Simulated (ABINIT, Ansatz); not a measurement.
**Rb2LiAlF6 (Fm-3m): G0W0 on several meshes in ABINIT**

How does the mesh move the gap of Rb2LiAlF6 (Fm-3m)?

Main program and level: ABINIT 10.8.3; PBEsol and many-body steps on it, plane waves.

## Step 1: The structure

It takes space group Fm-3m (No. 225, cubic). The conventional cell has a = 8.228 Å, b = 8.228 Å, c = 8.228 Å, α = 90.00°, β = 90.00°, γ = 90.00°. Rb has 12 F at 2.92 Å nearest. Nearest to Li lie 6 F at 2.26 Å. Nearest to Al lie 6 F at 1.86 Å. Nearest to F lie 1 Al at 1.86 Å and 1 Li at 2.26 Å and 4 Rb at 2.92 Å. Farther neighbours and most contacts between anions are not listed.

The cell and positions are those that the Materials Project relaxed with its own functionals (PBE, PBE+U or r2SCAN), kept fixed.

## Step 2: Empty states on the mesh, 2×2×2 mesh, 283 bands

This step: ABINIT 10.8.3; DFT, PBEsol, plane waves, norm-conserving pseudopotentials.

The sums over transitions need many empty states on a uniform mesh; this step solves for them.

Contents of run.abi:

```
acell 3*1.0 Angstrom
rprim 
  0.000000000000 4.113943000000 4.113943000000
  4.113943000000 0.000000000000 4.113943000000
  4.113943000000 4.113943000000 -0.000000000000
ntypat 4
znucl 37 3 13 9
natom 10
typat 1 1 2 3 4 4 4 4 4 4
xred 
  0.750000000000 0.750000000000 0.750000000000
  0.250000000000 0.250000000000 0.250000000000
  0.500000000000 0.500000000000 0.500000000000
  0.000000000000 0.000000000000 0.000000000000
  0.774175000000 0.225825000000 0.225825000000
  0.225825000000 0.225825000000 0.774175000000
  0.225825000000 0.774175000000 0.774175000000
  0.225825000000 0.774175000000 0.225825000000
  0.774175000000 0.225825000000 0.774175000000
  0.774175000000 0.774175000000 0.225825000000
pp_dirpath "pseudos"
pseudos "Rb.upf, Li.upf, Al.upf, F.upf"
ecut 36
ngkpt 2 2 2
nshiftk 1
shiftk 0 0 0
kptopt 1
chksymbreak 0
iscf -2
irdden 1
istwfk *1
nband 283
nbdbuf 24
tolwfr 1e-09
nstep 60
prtvol 0
indata_prefix "in"
outdata_prefix "out"
tmpdata_prefix "tmp"
```

Command:

```console
$ OMP_NUM_THREADS=1 mpirun -n 4 abinit run.abi > log
```

Numbers of over 12 decimals in the logs are rounded to 6 here.

Log:

```text
.Version 10.8.3 of ABINIT. v10.8.2 released Aug 2026.

 Symmetries : space group Fm -3 m (#225); Bravais cF (face-center cubic)
[... echo of the input left out ...]
== DATASET  1 ==================================================================
-   mpi_nproc: 4, omp_nthreads: 1 (-1 if OMP is not activated)
-    --> not optimal distribution: autoparal keyword recommended in input file <--

--- !DatasetInfo
iteration_state: {dtset: 1, }
dimensions: {natom: 10, nkpt: 3, mband: 283, nsppol: 1, nspinor: 1, nspden: 1, mpw: 9756, }
cutoff_energies: {ecut:  36.0, pawecutdg:  -1.0, }
[...]
2.82779    2.82779    2.82779    2.83981    2.90779    2.90779    2.90780    2.93367
   2.93367    2.93369    2.96251    2.96266    2.99327    2.99793    2.99910    3.00223
   3.03684    3.04035    3.04255
 prteigrs : prtvol=0 or 1, do not print more k-points.

== END DATASET(S) ==============================================================
================================================================================

 -outvars: echo values of variables after computation  --------
            nband         283
             nkpt           3
          spgroup         225
 [... the other variables as echoed above ...]

 Calculation completed.
```

Elapsed: 3.2 min, on 4 MPI ranks of Arm Neoverse V1, shared host; peak memory 0.49 GiB; 13 min of CPU time.

Numbers from this step:

- gap: 7.106 eV
- k of the valence top: 0, 0, 0
- k of the conduction bottom: 0, 0, 0
- least direct gap: 7.106 eV
- k points computed: 3
- lowest point of the top converged band, above the valence top: 76.0221 eV

On this mesh the gap is 7.106 eV.

The density comes from a self-consistent run that is not shown.

## Step 3: Screening, 2×2×2 mesh, 125 bands, screening to 114.3 eV

The RPA dielectric matrix is built and inverted for each q.

This step: RPA screening on PBEsol, plane waves, norm-conserving pseudopotentials.

Changes to run.abi since step 2:

```diff
@@ -28,10 +28,11 @@
 chksymbreak 0
-iscf -2
-irdden 1
 istwfk *1
-nband 283
-nbdbuf 24
-tolwfr 1e-09
-nstep 60
-prtvol 0
+occopt 1
+irdwfk 1
+optdriver 3
+nband 125
+ecuteps 4.2
+inclvkb 2
+awtr 1
+symchi 1
 indata_prefix "in"
```

Log:

```text
.Version 10.8.3 of ABINIT. v10.8.2 released Aug 2026.

 Symmetries : space group Fm -3 m (#225); Bravais cF (face-center cubic)
[... echo of the input left out ...]
== DATASET  1 ==================================================================
-   mpi_nproc: 4, omp_nthreads: 1 (-1 if OMP is not activated)

--- !DatasetInfo
iteration_state: {dtset: 1, }
dimensions: {natom: 10, nkpt: 3, mband: 125, nsppol: 1, nspinor: 1, nspden: 1, mpw: 9756, }
cutoff_energies: {ecut:  36.0, pawecutdg:  -1.0, }
electrons: {nelect:   6.60000000E+01, charge:   0.00000000E+00, occopt:   1.00000000E+00, tsmear:   1.00000000E-02, }

 SCREENING: Calculation of the susceptibility and dielectric matrices

 Based on a program developped by R.W. Godby, V. Olevano, G. Onida, and L. Reining.
 Incorporated in ABINIT by V. Olevano, G.-M. Rignanese, and M. Torrent.
.Using double precision arithmetic ; gwpc =  8

[... cell and pseudopotentials left out ...]
--------------------------------------------------------------------------------

 ==== K-mesh for the wavefunctions ====
 Number of points in the irreducible wedge :     3
[... list of points left out ...]
 Together with 48 symmetry operations and time-reversal symmetry
 yields     8 points in the full Brillouin Zone.

 ==== Q-mesh for the screening function ====
 Number of points in the irreducible wedge :     3
[... list of points left out ...]
 Together with 48 symmetry operations and time-reversal symmetry
 yields     8 points in the full Brillouin Zone.

 setmesh: FFT mesh size selected  =    40x   40x   40
          total number of points  =        64000

 vcoul_init : cutoff-mode = AUXILIARY_FUNCTION
 q-points for optical limit:   1
     1)      0.000010    0.000020    0.000030

- screening: taking advantage of time-reversal symmetry
- Maximum band index for partially occupied states nbvw = 33
- Remaining bands to be divided among processors   nbcw = 92
- Number of bands treated by each node ~23

 Number of electrons calculated from density =   66.0000; Expected =   66.0000
 average of density, n =  0.070233
 r_s =    1.5036
 omega_plasma =   25.5639 [eV]

 calculating chi0 at frequencies [eV] :
  1    0.000000E+00    0.000000E+00
  2    0.000000E+00    2.556389E+01

--------------------------------------------------------------------------------
  q-point number  1        q = ( 0.000000, 0.000000, 0.000000) [r.l.u.]
--------------------------------------------------------------------------------
[... chi0 elements left out ...]
 For q-point:  0.000010 0.000020 0.000030
  dielectric constant =   2.0799
  dielectric constant without local fields =   2.2595

  Average fulfillment of the sum rule on Im[epsilon] for q-point    1 :     42.13  [%]
[... wings left out ...]
  q-point number  2        q = ( 0.500000, 0.000000, 0.000000) [r.l.u.]
--------------------------------------------------------------------------------
[... chi0 elements left out ...]
  Average fulfillment of the sum rule on Im[epsilon] for q-point    2 :     48.11  [%]

 [... 1 further q-points ...]
```

Wall time 38 s (4 MPI ranks); peak memory 1.6 GiB; 2.5 min of CPU time.

Numbers from this step:

```
ε∞ with local fields, on this mesh, along the program's q direction : 2.080
the same without local fields                                       : 2.260
plasma frequency                                                    : 25.56 eV
plane waves in the screening matrix                                 : 387
```

Local fields lower ε∞ by 8 %. On a Γ-centred mesh this coarse the value itself is usually too large, while a short band sum pulls it down.

## Step 4: 2×2×2

The self-energy is evaluated for the states that the input lists, and the levels follow from it, in one-shot runs by the linearised quasiparticle equation.

This step: G0W0 on PBEsol, plane waves, norm-conserving pseudopotentials.

Changes to run.abi since step 3:

```diff
@@ -31,8 +31,15 @@
 irdwfk 1
-optdriver 3
+optdriver 4
 nband 125
+gwcalctyp 0
+ecutsigx 36
+symsigma 1
+nkptgw 1
+kptgw 
+  0.0000000000 0.0000000000 0.0000000000
+bdgw 
+  31 37
 ecuteps 4.2
-inclvkb 2
-awtr 1
-symchi 1
+irdscr 1
+ppmodel 1
 indata_prefix "in"
```

Log:

```text
.Version 10.8.3 of ABINIT. v10.8.2 released Aug 2026.

 Symmetries : space group Fm -3 m (#225); Bravais cF (face-center cubic)
[... echo of the input left out ...]
== DATASET  1 ==================================================================
-   mpi_nproc: 4, omp_nthreads: 1 (-1 if OMP is not activated)

--- !DatasetInfo
iteration_state: {dtset: 1, }
dimensions: {natom: 10, nkpt: 3, mband: 125, nsppol: 1, nspinor: 1, nspden: 1, mpw: 9756, }
cutoff_energies: {ecut:  36.0, pawecutdg:  -1.0, }
electrons: {nelect:   6.60000000E+01, charge:   0.00000000E+00, occopt:   1.00000000E+00, tsmear:   1.00000000E-02, }

 SIGMA: Calculation of the GW corrections

 Based on a program developped by R.W. Godby, V. Olevano, G. Onida, and L. Reining.
 Incorporated in ABINIT by V. Olevano, G.-M. Rignanese, and M. Torrent.
.Using double precision arithmetic ; gwpc =  8

[... cell and pseudopotentials left out ...]
--------------------------------------------------------------------------------

 ==== K-mesh for the wavefunctions ====
 Number of points in the irreducible wedge :     3
[... list of points left out ...]
 Together with 48 symmetry operations and time-reversal symmetry
 yields     8 points in the full Brillouin Zone.

 ==== Q-mesh for screening function ====
 Number of points in the irreducible wedge :     3
[... list of points left out ...]
 Together with 48 symmetry operations and time-reversal symmetry
 yields     8 points in the full Brillouin Zone.

 vcoul_init : cutoff-mode = AUXILIARY_FUNCTION
 q-points for optical limit:   1
     1)      0.000010    0.000020    0.000030
 setmesh: FFT mesh size selected  =    60x   60x   60
          total number of points  =       216000

 Number of electrons calculated from density =   66.0000; Expected =   66.0000
 average of density, n =  0.070233
 r_s =    1.5036
 omega_plasma =   25.5639 [eV]

 === KS Band Gaps ===
  >>>> For spin  1
   Minimum direct gap =   7.1057 [eV], located at k-point      :   0.0000  0.0000  0.0000
   Fundamental gap    =   7.1057 [eV], Top of valence bands at :   0.0000  0.0000  0.0000
                                       Bottom of conduction at :   0.0000  0.0000  0.0000
 SIGMA fundamental parameters:
 PLASMON POLE MODEL  1
 number of plane-waves for SigmaX                 9721
 number of plane-waves for SigmaC and W            387
 number of plane-waves for wavefunctions          9721
 number of bands                                   125
 number of independent spin polarizations            1
 number of spinorial components                      1
 number of k-points in IBZ                           3
 number of q-points in IBZ                           3
 number of symmetry operations                      48
 number of k-points in BZ                            8
 number of q-points in BZ                            8
 number of frequencies for dSigma/dE                 9
 frequency step for dSigma/dE [eV]                0.25
 number of omega for Sigma on real axis              0
 max omega for Sigma on real axis  [eV]           0.00
 zcut for avoiding poles [eV]                     0.10

 EPSILON^-1 parameters (SCR file):
 dimension of the eps^-1 matrix on file            387
 dimension of the eps^-1 matrix used               387
 number of plane-waves for wavefunctions          9721
 number of bands                                   125
 number of q-points in IBZ                           3
 number of frequencies                               2
 number of real frequencies                          1
 number of imag frequencies                          1

 matrix elements of self-energy operator (all in [eV])

 Perturbative Calculation

--- !SelfEnergy_ee
iteration_state: {dtset: 1, }
kpoint     : [   0.000,    0.000,    0.000, ]
spin       : 1
KS_gap     :    7.106
QP_gap     :   10.911
Delta_QP_KS:    3.805
data: !SigmaeeData |
     Band     E0 <VxcDFT>   SigX SigC(E0)      Z dSigC/dE  Sig(E)    E-E0       E
       31  -0.981 -22.664 -30.111   5.119   0.821  -0.218 -24.575  -1.911  -2.892
       32  -0.981 -22.664 -30.111   5.119   0.821  -0.218 -24.575  -1.911  -2.892
       33  -0.981 -22.664 -30.111   5.119   0.821  -0.218 -24.575  -1.911  -2.892
       34   6.125 -10.242  -5.547  -2.582   0.897  -0.115  -8.348   1.894   8.019
       35   8.752  -9.683  -4.677  -2.533   0.899  -0.113  -7.461   2.223  10.975
       36   8.752  -9.683  -4.677  -2.533   0.899  -0.113  -7.461   2.223  10.975
       37   8.752  -9.683  -4.677  -2.533   0.899  -0.113  -7.461   2.223  10.975

== END DATASET(S) ==============================================================
================================================================================

 -outvars: echo values of variables after computation  --------
           etotal      0.0000000000E+00
            nband         125
             nkpt           3
          spgroup         225
 [... the other variables as echoed above ...]

 Calculation completed.
```

Wall time 10 s (4 MPI ranks); peak memory 1.1 GiB.

Numbers from this step:

```
G0W0 gap on the points computed              : 10.91 eV
starting gap on the mesh                     : 7.106 eV
k of the valence top                         : 0, 0, 0
k of the conduction bottom                   : 0, 0, 0
Z at the valence top                         : 0.821
Z at the conduction bottom                   : 0.897
least direct G0W0 gap on the computed points : 10.91 eV
```

The gap on the mesh goes from 7.11 eV to 10.91 eV, a correction of +3.81 eV.

## Step 5: Empty states on the mesh, 4×4×4 mesh, 137 bands

This step: DFT, PBEsol, plane waves, norm-conserving pseudopotentials.

Changes to run.abi since step 4:

```diff
@@ -23,3 +23,3 @@
 ecut 36
-ngkpt 2 2 2
+ngkpt 4 4 4
 nshiftk 1
@@ -28,18 +28,10 @@
 chksymbreak 0
+iscf -2
+irdden 1
 istwfk *1
-occopt 1
-irdwfk 1
-optdriver 4
-nband 125
-gwcalctyp 0
-ecutsigx 36
-symsigma 1
-nkptgw 1
-kptgw 
-  0.0000000000 0.0000000000 0.0000000000
-bdgw 
-  31 37
-ecuteps 4.2
-irdscr 1
-ppmodel 1
+nband 137
+nbdbuf 12
+tolwfr 1e-09
+nstep 60
+prtvol 0
 indata_prefix "in"
```

Log:

```text
.Version 10.8.3 of ABINIT. v10.8.2 released Aug 2026.

 Symmetries : space group Fm -3 m (#225); Bravais cF (face-center cubic)
[... echo of the input left out ...]
== DATASET  1 ==================================================================
-   mpi_nproc: 4, omp_nthreads: 1 (-1 if OMP is not activated)

--- !DatasetInfo
iteration_state: {dtset: 1, }
dimensions: {natom: 10, nkpt: 8, mband: 137, nsppol: 1, nspinor: 1, nspden: 1, mpw: 9756, }
cutoff_energies: {ecut:  36.0, pawecutdg:  -1.0, }
[...]
1.48765    1.48765    1.54614    1.54614    1.54614    1.60725    1.60728    1.61351
   1.62217    1.62217    1.62240    1.62692    1.62693    1.62720    1.62974    1.62975
   1.62999
 prteigrs : prtvol=0 or 1, do not print more k-points.

== END DATASET(S) ==============================================================
================================================================================

 -outvars: echo values of variables after computation  --------
            nband         137
             nkpt           8
          spgroup         225
 [... the other variables as echoed above ...]

 Calculation completed.
```

The job ended after 2 min (4 MPI ranks; peak memory 0.55 GiB; 8.2 min of CPU time).

This step gave:

| Property | Result |
| --- | --- |
| gap | 7.106 eV |
| k of the valence top | 0, 0, 0 |
| k of the conduction bottom | 0, 0, 0 |
| least direct gap | 7.106 eV |
| k points computed | 8 |
| lowest point of the top converged band, above the valence top | 42.66 eV |

On this mesh the gap is 7.106 eV.

## Step 6: Screening, 4×4×4 mesh, 125 bands, screening to 114.3 eV

This step: RPA screening on PBEsol, plane waves, norm-conserving pseudopotentials.

Changes to run.abi since step 5:

```diff
@@ -28,10 +28,11 @@
 chksymbreak 0
-iscf -2
-irdden 1
 istwfk *1
-nband 137
-nbdbuf 12
-tolwfr 1e-09
-nstep 60
-prtvol 0
+occopt 1
+irdwfk 1
+optdriver 3
+nband 125
+ecuteps 4.2
+inclvkb 2
+awtr 1
+symchi 1
 indata_prefix "in"
```

Log:

```text
.Version 10.8.3 of ABINIT. v10.8.2 released Aug 2026.

 Symmetries : space group Fm -3 m (#225); Bravais cF (face-center cubic)
[... echo of the input left out ...]
== DATASET  1 ==================================================================
-   mpi_nproc: 4, omp_nthreads: 1 (-1 if OMP is not activated)

--- !DatasetInfo
iteration_state: {dtset: 1, }
dimensions: {natom: 10, nkpt: 8, mband: 125, nsppol: 1, nspinor: 1, nspden: 1, mpw: 9756, }
cutoff_energies: {ecut:  36.0, pawecutdg:  -1.0, }
electrons: {nelect:   6.60000000E+01, charge:   0.00000000E+00, occopt:   1.00000000E+00, tsmear:   1.00000000E-02, }

 SCREENING: Calculation of the susceptibility and dielectric matrices

 Based on a program developped by R.W. Godby, V. Olevano, G. Onida, and L. Reining.
 Incorporated in ABINIT by V. Olevano, G.-M. Rignanese, and M. Torrent.
.Using double precision arithmetic ; gwpc =  8

[... cell and pseudopotentials left out ...]
--------------------------------------------------------------------------------

 ==== K-mesh for the wavefunctions ====
 Number of points in the irreducible wedge :     8
[... list of points left out ...]
 Together with 48 symmetry operations and time-reversal symmetry
 yields    64 points in the full Brillouin Zone.

 ==== Q-mesh for the screening function ====
 Number of points in the irreducible wedge :     8
[... list of points left out ...]
 Together with 48 symmetry operations and time-reversal symmetry
 yields    64 points in the full Brillouin Zone.

 setmesh: FFT mesh size selected  =    40x   40x   40
          total number of points  =        64000

 vcoul_init : cutoff-mode = AUXILIARY_FUNCTION
 q-points for optical limit:   1
     1)      0.000010    0.000020    0.000030

- screening: taking advantage of time-reversal symmetry
- Maximum band index for partially occupied states nbvw = 33
- Remaining bands to be divided among processors   nbcw = 92
- Number of bands treated by each node ~23

 Number of electrons calculated from density =   66.0000; Expected =   66.0000
 average of density, n =  0.070233
 r_s =    1.5036
 omega_plasma =   25.5639 [eV]

 calculating chi0 at frequencies [eV] :
  1    0.000000E+00    0.000000E+00
  2    0.000000E+00    2.556389E+01

--------------------------------------------------------------------------------
  q-point number  1        q = ( 0.000000, 0.000000, 0.000000) [r.l.u.]
--------------------------------------------------------------------------------
[... chi0 elements left out ...]
 For q-point:  0.000010 0.000020 0.000030
  dielectric constant =   2.0596
  dielectric constant without local fields =   2.2386

  Average fulfillment of the sum rule on Im[epsilon] for q-point    1 :     42.17  [%]
[... wings left out ...]
  q-point number  2        q = ( 0.250000, 0.000000, 0.000000) [r.l.u.]
--------------------------------------------------------------------------------
[... chi0 elements left out ...]
  Average fulfillment of the sum rule on Im[epsilon] for q-point    2 :     52.91  [%]

 [... 6 further q-points ...]
```

Run time: 4.1 min. Hardware: 4 MPI ranks; peak memory 2.9 GiB.

Numbers from this step:

| Quantity | Value |
| --- | --- |
| ε∞ with local fields, on this mesh, along the program's q direction | 2.060 |
| the same without local fields | 2.239 |
| plasma frequency | 25.56 eV |
| plane waves in the screening matrix | 387 |

(Continued in part 2 of 2.)

[Paths, hosts, dates, memory and timing lines, banners, echoed tables and standing remarks are left out of the program output.]

[Logs are printed without paths, hosts, clocks, repeated set-up lines and the standing remarks that a program may print on its own settings, such as how far it seeks lower states.]

[Runs of the session that timed out or met a known fault of the program may be left out.]

[Hosts, paths, dates, database ids (printed as entryN), source tags and the programs' standing remarks are cut or masked in the printed files.]

[G0W0 gaps are taken among the corrected bands and points alone; a level outside them can change the order at an edge.]

[Where Ansatz stands beside ABINIT at settings called matched, ABINIT's density can come from a denser mesh and the files from another edition; pairs whose starting gaps differed by over 0.03 eV were left out, so agreement reads better than it is.]
